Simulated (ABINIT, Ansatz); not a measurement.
# BaHCl (P4/nmm): bands and cutoff in G0W0 with ABINIT, part 2 of 2

Aim: raise bands and screening cutoff together for BaHCl (P4/nmm) and follow gap and time.

ABINIT 10.8.3; LDA and many-body steps on it, plane waves. Known limits of the many-body steps: not at the basis limit; no spin-orbit coupling; coarse k mesh.

So far. Step 3 (Screening, 4×4×2 mesh, 64 bands, screening to 76.2 eV): Local fields lower ε∞ by 14 %. On a Γ-centred mesh this coarse the value itself is usually too large, while a short band sum pulls it down. Step 4 (64 bands, 76.2 eV): The gap on the mesh goes from 3.00 eV to 5.13 eV, a correction of +2.13 eV.

### 6. 168 bands, 141.5 eV

This step: G0W0 on LDA, plane waves, norm-conserving pseudopotentials.

The input, run.abi:

```
acell 3*1.0 Angstrom
rprim 
  4.408000000000 0.000000000000 0.000000000000
  0.000000000000 4.408000000000 0.000000000000
  0.000000000000 0.000000000000 7.202000000000
ntypat 3
znucl 56 1 17
natom 6
typat 1 1 2 2 3 3
xred 
  0.000000000000 0.500000000000 0.215000000000
  0.500000000000 0.000000000000 0.785000000000
  0.000000000000 0.000000000000 0.000000000000
  0.500000000000 0.500000000000 0.000000000000
  0.000000000000 0.500000000000 0.650000000000
  0.500000000000 0.000000000000 0.350000000000
pp_dirpath "pseudos"
pseudos "Ba.upf, H.upf, Cl.upf"
ecut 31
ngkpt 4 4 2
nshiftk 1
shiftk 0 0 0
kptopt 1
chksymbreak 0
istwfk *1
occopt 1
irdwfk 1
optdriver 4
nband 168
gwcalctyp 0
ecutsigx 31
symsigma 1
nkptgw 2
kptgw 
  0.0000000000 0.0000000000 0.5000000000
  0.0000000000 0.0000000000 0.0000000000
bdgw 
  17 20
  17 20
ecuteps 5.2
irdscr 1
ppmodel 1
indata_prefix "in"
outdata_prefix "out"
tmpdata_prefix "tmp"
```

The run is started by

```console
OMP_NUM_THREADS=1 mpirun -n 4 abinit run.abi > log
```

Numbers of over 12 decimals in the logs are rounded to 6 here.

The program printed:

```text
.Version 10.8.3 of ABINIT. v10.8.2 released Aug 2026.

 Symmetries : space group P4/n m m (#129); Bravais tP (primitive tetrag.)
[... echo of the input left out ...]
== DATASET  1 ==================================================================
-   mpi_nproc: 4, omp_nthreads: 1 (-1 if OMP is not activated)

--- !DatasetInfo
iteration_state: {dtset: 1, }
dimensions: {natom: 6, nkpt: 12, mband: 168, nsppol: 1, nspinor: 1, nspden: 1, mpw: 7826, }
cutoff_energies: {ecut:  31.0, pawecutdg:  -1.0, }
electrons: {nelect:   3.60000000E+01, charge:   0.00000000E+00, occopt:   1.00000000E+00, tsmear:   1.00000000E-02, }

 SIGMA: Calculation of the GW corrections

 Based on a program developped by R.W. Godby, V. Olevano, G. Onida, and L. Reining.
 Incorporated in ABINIT by V. Olevano, G.-M. Rignanese, and M. Torrent.
.Using double precision arithmetic ; gwpc =  8

[... cell and pseudopotentials left out ...]
--------------------------------------------------------------------------------

 ==== K-mesh for the wavefunctions ====
 Number of points in the irreducible wedge :    12
[... list of points left out ...]
 Together with 16 symmetry operations and time-reversal symmetry
 yields    32 points in the full Brillouin Zone.

 ==== Q-mesh for screening function ====
 Number of points in the irreducible wedge :    12
[... list of points left out ...]
 Together with 16 symmetry operations and time-reversal symmetry
 yields    32 points in the full Brillouin Zone.

 vcoul_init : cutoff-mode = AUXILIARY_FUNCTION
 q-points for optical limit:   1
     1)      0.000010    0.000020    0.000030
 setmesh: FFT mesh size selected  =    48x   48x   75
          total number of points  =       172800

 Number of electrons calculated from density =   36.0000; Expected =   36.0000
[...]
number of omega for Sigma on real axis              0
 max omega for Sigma on real axis  [eV]           0.00
 zcut for avoiding poles [eV]                     0.10

 EPSILON^-1 parameters (SCR file):
 dimension of the eps^-1 matrix on file            513
 dimension of the eps^-1 matrix used               513
 number of plane-waves for wavefunctions          7727
 number of bands                                   168
 number of q-points in IBZ                          12
 number of frequencies                               2
 number of real frequencies                          1
 number of imag frequencies                          1

 matrix elements of self-energy operator (all in [eV])

 Perturbative Calculation

--- !SelfEnergy_ee
iteration_state: {dtset: 1, }
kpoint     : [   0.000,    0.000,    0.500, ]
spin       : 1
KS_gap     :    3.002
QP_gap     :    5.184
Delta_QP_KS:    2.182
data: !SigmaeeData |
     Band     E0 <VxcDFT>   SigX SigC(E0)      Z dSigC/dE  Sig(E)    E-E0       E
       17   2.614 -10.240 -13.237   1.667   0.789  -0.267 -11.289  -1.049   1.565
       18   2.866 -12.342 -15.919   2.091   0.790  -0.266 -13.516  -1.174   1.692
       19   5.867  -8.712  -4.270  -3.241   0.839  -0.191  -7.705   1.008   6.875
[...]
--- !SelfEnergy_ee
iteration_state: {dtset: 1, }
kpoint     : [   0.000,    0.000,    0.000, ]
spin       : 1
KS_gap     :    3.905
QP_gap     :    6.015
Delta_QP_KS:    2.110
data: !SigmaeeData |
     Band     E0 <VxcDFT>   SigX SigC(E0)      Z dSigC/dE  Sig(E)    E-E0       E
[...]
19   6.476  -9.161  -4.489  -3.377   0.838  -0.194  -8.076   1.085   7.561
       20   7.056  -9.871  -5.041  -3.524   0.830  -0.204  -8.786   1.084   8.140

== END DATASET(S) ==============================================================
================================================================================

 -outvars: echo values of variables after computation  --------
           etotal      0.0000000000E+00
            nband         168
             nkpt          12
          spgroup         129
 [... the other variables as echoed above ...]

 Calculation completed.
```

Run time: 53 s. Hardware: 4 MPI ranks of Intel Xeon 6975P-C (Granite Rapids), shared host; peak memory 2.8 GiB.

This step gave:

```
G0W0 gap on the points computed              : 5.183 eV
starting gap on the mesh                     : 3.002 eV
k of the valence top                         : 0, 0, 0.5
k of the conduction bottom                   : 0, 0, 0.5
Z at the valence top                         : 0.79
Z at the conduction bottom                   : 0.839
least direct G0W0 gap on the computed points : 5.183 eV
```

Against G0W0 in ABINIT (4×4×2 mesh, 64 bands, screening to 76.2 eV, Godby-Needs plasmon pole), the gap moves by +0.053 eV.

### 7. Screening, 4×4×2 mesh, 386 bands, screening to 217.7 eV

This step: RPA screening on LDA, plane waves, norm-conserving pseudopotentials.

Edit run.abi of step 6 so:

```diff
@@ -27,17 +27,8 @@
 irdwfk 1
-optdriver 4
-nband 168
-gwcalctyp 0
-ecutsigx 31
-symsigma 1
-nkptgw 2
-kptgw 
-  0.0000000000 0.0000000000 0.5000000000
-  0.0000000000 0.0000000000 0.0000000000
-bdgw 
-  17 20
-  17 20
-ecuteps 5.2
-irdscr 1
-ppmodel 1
+optdriver 3
+nband 386
+ecuteps 8
+inclvkb 2
+awtr 1
+symchi 1
 indata_prefix "in"
```

The program printed:

```text
.Version 10.8.3 of ABINIT. v10.8.2 released Aug 2026.

 Symmetries : space group P4/n m m (#129); Bravais tP (primitive tetrag.)
[... echo of the input left out ...]
== DATASET  1 ==================================================================
-   mpi_nproc: 4, omp_nthreads: 1 (-1 if OMP is not activated)

--- !DatasetInfo
iteration_state: {dtset: 1, }
dimensions: {natom: 6, nkpt: 12, mband: 386, nsppol: 1, nspinor: 1, nspden: 1, mpw: 7826, }
cutoff_energies: {ecut:  31.0, pawecutdg:  -1.0, }
[...]
--------------------------------------------------------------------------------
[... chi0 elements left out ...]
 For q-point:  0.000010 0.000020 0.000030
  dielectric constant =   3.5922
  dielectric constant without local fields =   4.1612

  Average fulfillment of the sum rule on Im[epsilon] for q-point    1 :     92.13  [%]
[... wings left out ...]
  q-point number  2        q = ( 0.250000, 0.000000, 0.000000) [r.l.u.]
--------------------------------------------------------------------------------
[... chi0 elements left out ...]
  Average fulfillment of the sum rule on Im[epsilon] for q-point    2 :     95.48  [%]

 [... 10 further q-points ...]
```

Wall time 24 min (4 MPI ranks); peak memory 5.7 GiB.

This step gave:

* ε∞ with local fields, on this mesh, along the program's q direction: 3.592
* the same without local fields: 4.161
* plasma frequency: 18.83 eV
* plane waves in the screening matrix: 1017

### 8. 386 bands, 217.7 eV

This step: G0W0 on LDA, plane waves, norm-conserving pseudopotentials.

Edit run.abi of step 7 so:

```diff
@@ -27,8 +27,17 @@
 irdwfk 1
-optdriver 3
+optdriver 4
 nband 386
+gwcalctyp 0
+ecutsigx 31
+symsigma 1
+nkptgw 2
+kptgw 
+  0.0000000000 0.0000000000 0.5000000000
+  0.0000000000 0.0000000000 0.0000000000
+bdgw 
+  17 20
+  17 20
 ecuteps 8
-inclvkb 2
-awtr 1
-symchi 1
+irdscr 1
+ppmodel 1
 indata_prefix "in"
```

The program printed:

```text
.Version 10.8.3 of ABINIT. v10.8.2 released Aug 2026.

 Symmetries : space group P4/n m m (#129); Bravais tP (primitive tetrag.)
[... echo of the input left out ...]
== DATASET  1 ==================================================================
-   mpi_nproc: 4, omp_nthreads: 1 (-1 if OMP is not activated)

--- !DatasetInfo
iteration_state: {dtset: 1, }
dimensions: {natom: 6, nkpt: 12, mband: 386, nsppol: 1, nspinor: 1, nspden: 1, mpw: 7826, }
cutoff_energies: {ecut:  31.0, pawecutdg:  -1.0, }
[...]
Band     E0 <VxcDFT>   SigX SigC(E0)      Z dSigC/dE  Sig(E)    E-E0       E
[...]
19   6.476  -9.161  -4.489  -3.574   0.832  -0.202  -8.247   0.913   7.390
       20   7.056  -9.871  -5.041  -3.758   0.828  -0.207  -8.983   0.888   7.944

== END DATASET(S) ==============================================================
================================================================================

 -outvars: echo values of variables after computation  --------
           etotal      0.0000000000E+00
            nband         386
             nkpt          12
          spgroup         129
 [... the other variables as echoed above ...]

 Calculation completed.
```

It took 15 min on 4 MPI ranks; peak memory 7.9 GiB; 55 min of CPU time.

Numbers from this step:

| Property | Result |
| --- | --- |
| G0W0 gap on the points computed | 5.276 eV |
| starting gap on the mesh | 3.002 eV |
| k of the valence top | 0, 0, 0.5 |
| k of the conduction bottom | 0, 0, 0.5 |
| least direct G0W0 gap on the computed points | 5.276 eV |

Against G0W0 in ABINIT (4×4×2 mesh, 168 bands, screening to 141.5 eV, Godby-Needs plasmon pole), the gap moves by +0.093 eV.

### 9. Side by side

Times are wall times on 4 MPI ranks of Intel Xeon 6975P-C (Granite Rapids), shared host, good to a factor of about two. A run's time includes the screening step that it read.

```csv
run,mesh,bands,screening cutoff (eV),DFT gap (eV),gap on the mesh (eV),direct (eV),ε∞ used,time
"64 bands, 76.2 eV",4×4×2,64,76.2,3.002,5.130,5.130,3.58,77 s
"168 bands, 141.5 eV",4×4×2,168,141.5,3.002,5.183,5.183,3.59,5.1 min
"386 bands, 217.7 eV",4×4×2,386,217.7,3.002,5.276,5.276,3.59,40 min
```

### 10. Outcome

* 64 bands, 76.2 eV: 5.130 eV
* 168 bands, 141.5 eV: 5.183 eV
* 386 bands, 217.7 eV: 5.276 eV
* known limits: not at the basis limit; no spin-orbit coupling; coarse k mesh

What this shows: From the first rung to the last the gap moves by +0.15 eV for 31 times the time. The steps are not yet shrinking, so no limit is drawn. In the first G0W0 run levels were corrected at 2 k points alone, so a gap called «on the mesh» is the least over those, and an edge elsewhere would be missed. The 4×4×2 mesh is coarse for this cell, which bears on the long-range parts of exchange and screening. The many-body steps are scalar-relativistic: spin-orbit coupling is not in them.

[Paths, hosts, dates, memory and timing lines, banners, echoed tables and standing remarks are left out of the program output.]

[Logs are printed without paths, hosts, clocks, repeated set-up lines and the standing remarks that a program may print on its own settings, such as how far it seeks lower states.]

[Runs of the session that timed out or met a known fault of the program may be left out.]

[No measured gap is set beside runs whose start may be inverted or whose files or cutoffs have a known fault.]

[Hosts, paths, dates, database ids (printed as entryN), source tags and the programs' standing remarks are cut or masked in the printed files.]

[G0W0 gaps are taken among the corrected bands and points alone; a level outside them can change the order at an edge.]

[Where Ansatz stands beside ABINIT at settings called matched, ABINIT's density can come from a denser mesh and the files from another edition; pairs whose starting gaps differed by over 0.03 eV were left out, so agreement reads better than it is.]
